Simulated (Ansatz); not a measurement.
An input for Ansatz 0.2.0 (Bi2B3As (ordered alloy, started on the zincblende lattice) (P3m1)):

```yaml
crystal:
  lattice:
    - [3.7492168629, 0.0, 0.0]
    - [-1.8746084315, 3.2469170476, 0.0]
    - [0.0, 0.0, 9.1625143848]
  atoms:
    - { symbol: As, position: [0.0, 0.0, -0.0046223218] }
    - { symbol: B, position: [0.3333333333, 0.6666666667, 0.0633881865] }
    - { symbol: Bi, position: [0.3333333333, 0.6666666667, 0.3256035892] }
    - { symbol: B, position: [0.6666666667, 0.3333333333, 0.4184070347] }
    - { symbol: Bi, position: [0.6666666667, 0.3333333333, 0.6766895281] }
    - { symbol: B, position: [0.0, 0.0, 0.7705339833] }
kpoints:
  mp_grid: { grid: [6, 6, 2] }
hamiltonian:
  xc: hse06
scf:
  occupations: { method: fermi_dirac, width: 0.03 }
  n_extra_bands: 6
output:
  eigenvalues: true
```

```sh
ansatz run input.yaml --threads 4 --pin off --max-ram 17510MiB --backend cpu --events-out ev --progress --plain --runs-dir out
```

How long will it take on 4 threads of Arm Neoverse V1, shared host, and how much memory?

It took 25 s; on shared hardware allow 13 s to 51 s. Peak host memory was 2.3 GiB. The sizes that set the cost: 2215 plane waves a state, 14 irreducible k points and 21 SCF cycles.

Exact exchange couples every pair of k points and filled bands, so it costs far more than a semilocal run.

[Paths, hosts, dates, memory and timing lines, banners, echoed tables and standing remarks are left out of the program output.]

[Logs are printed without paths, hosts, clocks, repeated set-up lines and the standing remarks that a program may print on its own settings, such as how far it seeks lower states.]

[Runs of the session that timed out or met a known fault of the program may be left out.]

[Cells called generated may have been cut or substituted from an entry of the Crystallography Open Database or the Materials Project.]

[Hosts, paths, dates, database ids (printed as entryN), source tags and the programs' standing remarks are cut or masked in the printed files.]
